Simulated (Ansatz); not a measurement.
# TiBr2 (1T sheet): how robust is the cRPA U?

What does U in TiBr2 (1T sheet) depend on besides the window?

Program: Ansatz 0.2.0. Level of theory: constrained RPA on LDA, plane waves, PAW. Results are calculated unless marked as measured.

### 1. Set-up

The cell holds 3 atoms: 1 Ti and 2 Br. Cell: a = 3.371 Å, b = 3.371 Å, c = 30.018 Å, α = 90.0°, β = 90.0°, γ = 120.0°. Vacuum lies along c.

The structure was relaxed with LDA. The structure was generated from a model, not taken from a measurement. The runs that relaxed it are not among those shown. The program's search for lower electronic states was switched off, so nothing shows that the state found is the lowest. The default PAW set here is soft_2. Its files were made with PBE. The Coulomb interaction is cut off across the vacuum.

### 2. Base: Ti d, bands v1 to c4, 6×6×1 mesh, medium accuracy

Constrained RPA screens the interaction with every transition except those inside the target bands, which a later many-body model would treat itself.

Contents of input.yaml:

```yaml
crystal:
  lattice:
    - [2.38385328, 0.0, -2.38385328]
    - [-2.38385328, 2.38385328, 0.0]
    - [17.33064614, 17.33064614, 17.33064614]
  atoms:
    - { symbol: Ti, position: [0.0, 0.0, 0.3182933598] }
    - { symbol: Br, position: [0.3333333333, 0.6666666667, 0.373991355] }
    - { symbol: Br, position: [0.6666666667, 0.3333333333, 0.2625953646] }
  periodic: [true, true, false]
kpoints:
  mp_grid: { grid: [12, 12, 1] }
hamiltonian:
  xc: lda
scf:
  occupations: { method: gaussian, width: 0.08 }
  n_extra_bands: 19
  max_iter: 150
  lower_state_search: "off"
output:
  crpa:
    kmesh: [6, 6, 1]
    target_bands: [v1, c4]
    projections: [{ species: Ti, l: d, shell: 3 }]
  local_orbitals:
    kmesh: [12, 12, 1]
    orbitals: [{ species: Ti, l: d, shell: 3 }]
    window: { bands: [v1, c4] }
    seedname: lo
```

Launch:

```bash
> ansatz run input.yaml --threads 8 --pin off --max-ram 14745MiB --backend cpu --events-out ev --progress --plain --runs-dir out
```

Numbers of over 12 decimals in the logs are rounded to 6 here.

The program printed:

```text
scf.n_extra_bands = 19 over 13 filled bands (N_el = 26.0): the run solves 32 bands
Engine: ansatz 0.2.0, aarch64-unknown-linux-gnu
Pseudopotentials: kind: paw
Pseudopotential: Ti, paw, valence charge 12, recommended cutoff 420 eV (normal), Ti.paw.azcp
Pseudopotential: Br, paw, valence charge 7, recommended cutoff 420 eV (normal), Br.paw.azcp
Functional definition: SPW92
  exchange = slater_x
  correlation = pw_c
Crystal: 3 atoms, lattice volume = 295.458 Å³
Basis set: ecut = 420 eV, 5825 PW (Γ)
Bands: 32, of which v1, the nominal top of the filled ones, is band 13 counted from 1 (12 counted from 0)
Symmetry: 12 space group operations
Space group: P-3m1 (ITA 164), of the structure as read, at distance tolerance 6.7e-5 Å
k-points: 19 of 144
Non-local potential: Ti, projectors of the file, l = 0: 3, l = 1: 2, l = 2: 3, l = 3: 1
Non-local potential: Br, projectors of the file, l = 0: 2, l = 1: 2, l = 2: 2
PAW form: soft (Blöchl's): semilocal exchange-correlation on the pseudo side does not see the compensation charge
PAW frozen core: Ti, regenerated for the run's functional, and the local potential with it (the file was generated under x = pbe(κ = 0.804, μ = 0.219515), c = pbe(β = 0.066725))
PAW frozen core: Br, regenerated for the run's functional, and the local potential with it (the file was generated under x = pbe(κ = 0.804, μ = 0.219515), c = pbe(β = 0.066725))
PAW one-centre angular grid: Ti, 590 points (default); XC on 64 Gauss nodes
PAW one-centre angular grid: Br, 110 points (default); XC on 64 Gauss nodes
Initial density: superposition of atomic densities (neutral atoms: chi_scale 0, normalization atom), corrected by the library's trained network
Initial wavefunctions: pseudopotential atomic-orbital guess
Functional: x = slater, c = lda
SCF iter   1: F=—  HF=-7841.312062 eV  |F-HF|=—  |Δ(HF+E_count)|=         —  Δρ=2.50e-3  dr2=1.06e-2  ethr=1.77e-3  ⟨swp⟩=12.0  Hψ=5219  notcnv=0  defer=114
preconditioner: auto → LDOS  [insulator: Δε(μ)=0.136 eV  Ē_g=13.659 eV  σ=0.080 eV  W_gap=0.55  n_scr=16 (ndim 8)  ℏωp=9.2 eV  f_vac=0.756  D(μ)=3.66/eV (n_scr^D=14)  ε∞_Penn≈1.5  β→1.0]
SCF iter   2: F=—  HF=-7841.312586 eV  |F-HF|=—  |Δ(HF+E_count)|=   5.24e-4  Δρ=7.64e-4  dr2=1.79e-3  ethr=4.08e-5  ⟨swp⟩=3.8  Hψ=1347  notcnv=0  defer=241
SCF iter   3: F=—  HF=-7841.312122 eV  |F-HF|=—  |Δ(HF+E_count)|=   4.64e-4  Δρ=2.40e-4  dr2=3.48e-4  ethr=6.87e-6  ⟨swp⟩=3.1  Hψ=839  notcnv=0  defer=241
SCF iter   4: F=—  HF=-7841.312043 eV  |F-HF|=—  |Δ(HF+E_count)|=   7.86e-5  Δρ=6.37e-5  dr2=1.05e-5  ethr=1.34e-6  ⟨swp⟩=2.9  Hψ=642  notcnv=0  defer=241
SCF iter   5: F=—  HF=-7841.312047 eV  |F-HF|=—  |Δ(HF+E_count)|=   3.50e-6  Δρ=2.59e-5  dr2=3.44e-6  ethr=4.05e-8  ⟨swp⟩=2.5  Hψ=706  notcnv=0  defer=241
SCF iter   6: F=—  HF=-7841.312047 eV  |F-HF|=—  |Δ(HF+E_count)|=   2.04e-7  Δρ=8.30e-6  dr2=4.87e-7  ethr=1.32e-8  ⟨swp⟩=2.9  Hψ=553  notcnv=0  defer=240
SCF iter   7: F=-7841.312047 eV  HF=-7841.312047 eV  |F-HF|=5.43e-8  |Δ(HF+E_count)|=   4.08e-7  Δρ=2.41e-6  dr2=2.28e-8  ethr=3.85e-10  ⟨swp⟩=18.5  Hψ=5012  notcnv=0
SCF 1 converged in 7 iterations: F = -7841.312047 eV  dr2 = 2.28e-8
[...]
NSCF: frozen V_eff on 22 k-points
NSCF: frozen V_eff on 7 k-points
[...]
cRPA screening: q 1/36
cRPA screening: q 2/36
cRPA screening: q 8/36 (q-point 3)
cRPA screening: q 14/36 (q-point 4)
cRPA screening: q 17/36 (q-point 8)
cRPA screening: q 23/36 (q-point 9)
cRPA screening: q 35/36 (q-point 15)
SCF converged after 7 iterations
Free energy (F): -7841.312047 eV
Harris-Foulkes:  -7841.312047 eV  (|F-HF|=5.43e-8)
Internal energy: -7841.300320 eV  (E = F + TS)
E sigma→0 (E₀):  -7841.306184 eV
Entropy (-TS):   -0.011728 eV (-3.909 meV/atom)
Fermi energy:    -3.912734 eV
--- Per-component energies (eV) ---
  E_band       = -550.234669
  E_kinetic    = 544.557907
  E_local      = -38471.382087  (includes V_loc(G=0)·N_el)
  E_nonlocal   = 157.837579
  E_hartree    = 18874.789394
  E_xc         = -620.871380
  E_vxc        = -333.649039  (∫ρ·V_xc dr)
  E_paw        = -5321.448699  (= ΣΔE_a)
  E_vpaw       = -197.165285  (= ΣTr[D̂ρ^β])
  E_aug_tail   = 0.000098  (compensation charges beyond the density's cutoff)
  E_ewald      = 16994.477896
  E_core_change = 0.738973  (= ΣΔE_core)
  E_smearing   = -0.011728  (= −TS)
  E_closure    = 0.000000  (closes the sum)
  Σ components = -7841.312047   (vs F -7841.312047, Δ=0.00e0)
--- Band table (eV; the first three rows and the last of 19) ---
  k-point 0: bands = [... 9 lower, -7.7787, -6.4985, -6.4985, -4.4371, -3.8930, -3.8930, -2.2961, -2.2961, ... 15 higher]
  k-point 1: bands = [... 9 lower, -7.7990, -7.0377, -6.6486, -4.3745, -3.8831, -3.7667, -2.4911, -2.2964, ... 15 higher]
  k-point 2: bands = [... 9 lower, -8.1094, -7.8690, -6.9794, -4.4178, -3.7824, -3.4941, -2.6655, -2.2673, ... 15 higher]
  k-point 18: bands = [... 9 lower, -9.5757, -9.0167, -9.0167, -3.4504, -3.4504, -2.9419, -1.9657, -1.9657, ... 15 higher]
  the weakly bound empty levels are not read free of the cell's end (no_gap_told)
--- cRPA (band scheme, projected local orbitals): target bands 13..17 (1-based), 5 Wannier function(s), 6×6×1 mesh, 34 bands' worth read of 39 solved, ecut_chi 136.0 eV, v(q+G=0) probe_charge, pair densities all_electron ---
  bands read: the sum over 34 bands ends inside a degenerate multiplet in 2 slots, whose members it reads at an even weight; the widest, k=14: bands 34 to 35 (counted from 1) at 1/2 each
  χ-basis size per q: N_G = 1049..1083
  window electrons = 2.0000, filled by tetrahedron_uncorrected; constrained ε̄⁻¹(q = 0, 0) head = 0.687280; min gauge Gram eig = 0.6650
  Kanamori averages over each shell's own Wannier functions (sites counted from 0, functions from 1):
    Site 0, 3D, 5 of 5 d orbitals (Wannier functions 1, 2, 3, 4, 5; wannier90's mr 1, 2, 3, 4, 5):
      screened: U = 4.4346 eV, U' = 3.7316 eV, J = 0.3377 eV
      screened d-shell averages: U_bar = F0 = 3.8722 eV, J_bar = 0.4783 eV
      screened, to within: U = 1.1e-2 eV, U' = 1.1e-2 eV, J = 4.6e-4 eV
      screened d-shell averages, to within: U_bar = 9.9e-3 eV, J_bar = 6.6e-4 eV
      bare: V = 13.6762 eV, V' = 12.7525 eV, J = 0.4358 eV
      bare d-shell averages: V_bar = F0 = 12.9373 eV, J_bar = 0.6205 eV
  Hermiticity witness max|P − P†| over intra, direct and exchange elements: 1.07e-14 eV (screened), 3.47e-17 eV (bare)
  Reality witness max|Im| over intra, direct and exchange elements: 7.60e-17 eV (screened), 1.13e-16 eV (bare)
```

Wall time 53 s (8 threads of Arm Neoverse V2, shared host); peak memory 2.7 GiB; 6.4 min of CPU time.

Reading the cycles: dr2 is the Hartree energy of the density residual (eV), the measure of convergence; HF is the Harris–Foulkes estimate of the energy, which meets the free energy F at convergence.

Numbers from this step:

```
U                                                 : 4.435 eV
U prime (inter-orbital)                           : 3.732 eV
J                                                 : 0.3377 eV
bare V                                            : 13.68 eV
bare J                                            : 0.4358 eV
stated bound on U                                 : 0.01063 eV
U over bare V                                     : 0.3243
electrons in the window                           : 2.000
head of the constrained inverse dielectric matrix : 0.6873
least eigenvalue of the projection's overlap      : 0.6650
target functions                                  : 5
bands in the sums                                 : 34
r.m.s. miss of the model bands                    : 6.19e-4 eV
width of the target bands                         : 3.786 eV
weight of the projected orbitals in the window    : 0.8182
```

On the Ti d shell, screening brings the on-site interaction from 13.7 eV down to U = 4.43 eV.

### 3. Changed: 9×9×1 mesh

Changes to input.yaml since step 2:

```diff
@@ -21,9 +21,4 @@
   crpa:
-    kmesh: [6, 6, 1]
+    kmesh: [9, 9, 1]
     target_bands: [v1, c4]
     projections: [{ species: Ti, l: d, shell: 3 }]
-  local_orbitals:
-    kmesh: [12, 12, 1]
-    orbitals: [{ species: Ti, l: d, shell: 3 }]
-    window: { bands: [v1, c4] }
-    seedname: lo
```

The program printed:

```text
[...]
Crystal: 3 atoms, lattice volume = 295.458 Å³
Basis set: ecut = 420 eV, 5825 PW (Γ)
Bands: 32, of which v1, the nominal top of the filled ones, is band 13 counted from 1 (12 counted from 0)
Symmetry: 12 space group operations
[...]
k-points: 19 of 144
[...]
SCF iter   1: F=—  HF=-7841.312062 eV  |F-HF|=—  |Δ(HF+E_count)|=         —  Δρ=2.50e-3  dr2=1.06e-2  ethr=1.77e-3  ⟨swp⟩=12.0  Hψ=5219  notcnv=0  defer=114
[...]
SCF iter   7: F=-7841.312047 eV  HF=-7841.312047 eV  |F-HF|=5.43e-8  |Δ(HF+E_count)|=   4.08e-7  Δρ=2.41e-6  dr2=2.28e-8  ethr=3.85e-10  ⟨swp⟩=18.5  Hψ=5012  notcnv=0
SCF 1 converged in 7 iterations: F = -7841.312047 eV  dr2 = 2.28e-8
[...]
NSCF: frozen V_eff on 12 k-points
[...]
cRPA screening: q 1/81
cRPA screening: q 2/81
cRPA screening: q 8/81 (q-point 3)
cRPA screening: q 14/81 (q-point 4)
cRPA screening: q 20/81 (q-point 5)
[...]
--- Band table (eV; the first three rows and the last of 19) ---
  k-point 0: bands = [... 9 lower, -7.7787, -6.4985, -6.4985, -4.4371, -3.8930, -3.8930, -2.2961, -2.2961, ... 15 higher]
  k-point 1: bands = [... 9 lower, -7.7990, -7.0377, -6.6486, -4.3745, -3.8831, -3.7667, -2.4911, -2.2964, ... 15 higher]
  k-point 2: bands = [... 9 lower, -8.1094, -7.8690, -6.9794, -4.4178, -3.7824, -3.4941, -2.6655, -2.2673, ... 15 higher]
  k-point 18: bands = [... 9 lower, -9.5757, -9.0167, -9.0167, -3.4504, -3.4504, -2.9419, -1.9657, -1.9657, ... 15 higher]
  the weakly bound empty levels are not read free of the cell's end (no_gap_told)
[...]
χ-basis size per q: N_G = 1039..1083
[...]
screened: U = 4.4284 eV, U' = 3.7268 eV, J = 0.3369 eV
      screened d-shell averages: U_bar = F0 = 3.8672 eV, J_bar = 0.4773 eV
      screened, to within: U = 1.1e-2 eV, U' = 1.1e-2 eV, J = 4.4e-4 eV
      screened d-shell averages, to within: U_bar = 9.6e-3 eV, J_bar = 6.3e-4 eV
      bare: V = 13.6409 eV, V' = 12.7188 eV, J = 0.4349 eV
      bare d-shell averages: V_bar = F0 = 12.9032 eV, J_bar = 0.6194 eV
[...]
[key lines of the parts left out:]
SCF converged after 7 iterations
Free energy (F): -7841.312047 eV
Fermi energy:    -3.912734 eV
```

The job ended after 2.8 min (8 threads; peak memory 2.9 GiB; 21 min of CPU time).

This step gave:

| Property | Result |
| --- | --- |
| U | 4.428 eV |
| U prime (inter-orbital) | 3.727 eV |
| J | 0.3369 eV |
| bare V | 13.64 eV |
| bare J | 0.4349 eV |
| stated bound on U | 0.01032 eV |
| U over bare V | 0.3246 |
| electrons in the window | 2.000 |
| head of the constrained inverse dielectric matrix | 0.7113 |
| least eigenvalue of the projection's overlap | 0.6661 |
| target functions | 5 |
| bands in the sums | 34 |
| width of the target bands | 3.786 eV |
| weight of the projected orbitals in the window | 0.8182 |

On the Ti d shell, screening brings the on-site interaction from 13.6 eV down to U = 4.43 eV.

### 4. Changed: 3×3×1 mesh

Changes to input.yaml since step 3:

```diff
@@ -21,3 +21,3 @@
   crpa:
-    kmesh: [9, 9, 1]
+    kmesh: [3, 3, 1]
     target_bands: [v1, c4]
```

The program printed:

```text
[...]
Crystal: 3 atoms, lattice volume = 295.458 Å³
Basis set: ecut = 420 eV, 5825 PW (Γ)
Bands: 32, of which v1, the nominal top of the filled ones, is band 13 counted from 1 (12 counted from 0)
Symmetry: 12 space group operations
[...]
k-points: 19 of 144
[...]
χ-basis size per q: N_G = 1065..1083
[...]
screened: U = 4.3187 eV, U' = 3.6196 eV, J = 0.3345 eV
      screened d-shell averages: U_bar = F0 = 3.7594 eV, J_bar = 0.4743 eV
      screened, to within: U = 1.1e-2 eV, U' = 1.1e-2 eV, J = 5.4e-4 eV
      screened d-shell averages, to within: U_bar = 9.4e-3 eV, J_bar = 7.6e-4 eV
      bare: V = 13.7240 eV, V' = 12.8055 eV, J = 0.4315 eV
      bare d-shell averages: V_bar = F0 = 12.9892 eV, J_bar = 0.6152 eV
[...]
[key lines of the parts left out:]
SCF converged after 7 iterations
Free energy (F): -7841.312047 eV
Fermi energy:    -3.912734 eV
```

Elapsed: 16 s, on 8 threads; peak memory 2.4 GiB.

Numbers from this step:

- U: 4.319 eV
- U prime (inter-orbital): 3.620 eV
- J: 0.3345 eV
- bare V: 13.72 eV
- bare J: 0.4315 eV
- stated bound on U: 0.01030 eV
- U over bare V: 0.3147
- electrons in the window: 2.000
- head of the constrained inverse dielectric matrix: 0.6334
- least eigenvalue of the projection's overlap: 0.6738
- target functions: 5
- bands in the sums: 34
- width of the target bands: 3.786 eV
- weight of the projected orbitals in the window: 0.8182

On the Ti d shell, screening brings the on-site interaction from 13.7 eV down to U = 4.32 eV.

### 5. Changed: sums over states

Changes to input.yaml since step 4:

```diff
@@ -21,4 +21,7 @@
   crpa:
-    kmesh: [3, 3, 1]
+    kmesh: [6, 6, 1]
     target_bands: [v1, c4]
     projections: [{ species: Ti, l: d, shell: 3 }]
+    accuracy: sum_over_states
+    n_empty_bands: 13
+    ecut_chi: 136
```

The program printed:

```text
[...]
Crystal: 3 atoms, lattice volume = 295.458 Å³
Basis set: ecut = 420 eV, 5825 PW (Γ)
Bands: 32, of which v1, the nominal top of the filled ones, is band 13 counted from 1 (12 counted from 0)
Symmetry: 12 space group operations
[...]
k-points: 19 of 144
[...]
χ-basis size per q: N_G = 1049..1083
[...]
U and J over all bands: no bound (output.crpa.accuracy: sum_over_states); those below are of the sums over the bands read on the sphere of ecut_chi, with what the atoms add
[...]
screened: U = 4.9327 eV, U' = 4.1356 eV, J = 0.3799 eV
      screened d-shell averages: U_bar = F0 = 4.2950 eV, J_bar = 0.5393 eV
      bare: V = 13.6762 eV, V' = 12.7525 eV, J = 0.4358 eV
      bare d-shell averages: V_bar = F0 = 12.9373 eV, J_bar = 0.6205 eV
[...]
[key lines of the parts left out:]
SCF converged after 7 iterations
Free energy (F): -7841.312047 eV
Fermi energy:    -3.912734 eV
```

Run time: 6 s. Hardware: 8 threads; peak memory 0.79 GiB.

This variant gives U = 4.93 eV against 4.43 eV. It is a finite sum over empty states with no bound on its error and stays out of the table below.

### 6. Changed: accuracy low

Changes to input.yaml since step 5:

```diff
@@ -24,4 +24,2 @@
     projections: [{ species: Ti, l: d, shell: 3 }]
-    accuracy: sum_over_states
-    n_empty_bands: 13
-    ecut_chi: 136
+    accuracy: low
```

The program printed:

```text
[...]
Crystal: 3 atoms, lattice volume = 295.458 Å³
Basis set: ecut = 420 eV, 5825 PW (Γ)
Bands: 32, of which v1, the nominal top of the filled ones, is band 13 counted from 1 (12 counted from 0)
Symmetry: 12 space group operations
[...]
k-points: 19 of 144
[...]
χ-basis size per q: N_G = 1049..1083
[...]
screened: U = 4.4136 eV, U' = 3.7121 eV, J = 0.3371 eV
      screened d-shell averages: U_bar = F0 = 3.8524 eV, J_bar = 0.4774 eV
      screened, to within: U = 9.7e-2 eV, U' = 9.7e-2 eV, J = 5.0e-3 eV
      screened d-shell averages, to within: U_bar = 8.9e-2 eV, J_bar = 7.1e-3 eV
      bare: V = 13.6762 eV, V' = 12.7525 eV, J = 0.4358 eV
      bare d-shell averages: V_bar = F0 = 12.9373 eV, J_bar = 0.6205 eV
[...]
[key lines of the parts left out:]
SCF converged after 7 iterations
Free energy (F): -7841.312047 eV
Fermi energy:    -3.912734 eV
```

Wall time 41 s (8 threads); peak memory 2.6 GiB; 5 min of CPU time.

Numbers from this step:

- U: 4.414 eV
- U prime (inter-orbital): 3.712 eV
- J: 0.3371 eV
- bare V: 13.68 eV
- bare J: 0.4358 eV
- stated bound on U: 0.09654 eV
- U over bare V: 0.3227
- electrons in the window: 2.000
- head of the constrained inverse dielectric matrix: 0.6873
- least eigenvalue of the projection's overlap: 0.6650
- target functions: 5
- bands in the sums: 34
- width of the target bands: 3.786 eV
- weight of the projected orbitals in the window: 0.8182

On the Ti d shell, screening brings the on-site interaction from 13.7 eV down to U = 4.41 eV.

(Part 1 of 2 ends here.)

[Paths, hosts, dates, memory and timing lines, banners, echoed tables and standing remarks are left out of the program output.]

[Logs are printed without paths, hosts, clocks, repeated set-up lines and the standing remarks that a program may print on its own settings, such as how far it seeks lower states.]

[Runs of the session that timed out or met a known fault of the program may be left out.]

[Hosts, paths, dates, database ids (printed as entryN), source tags and the programs' standing remarks are cut or masked in the printed files.]
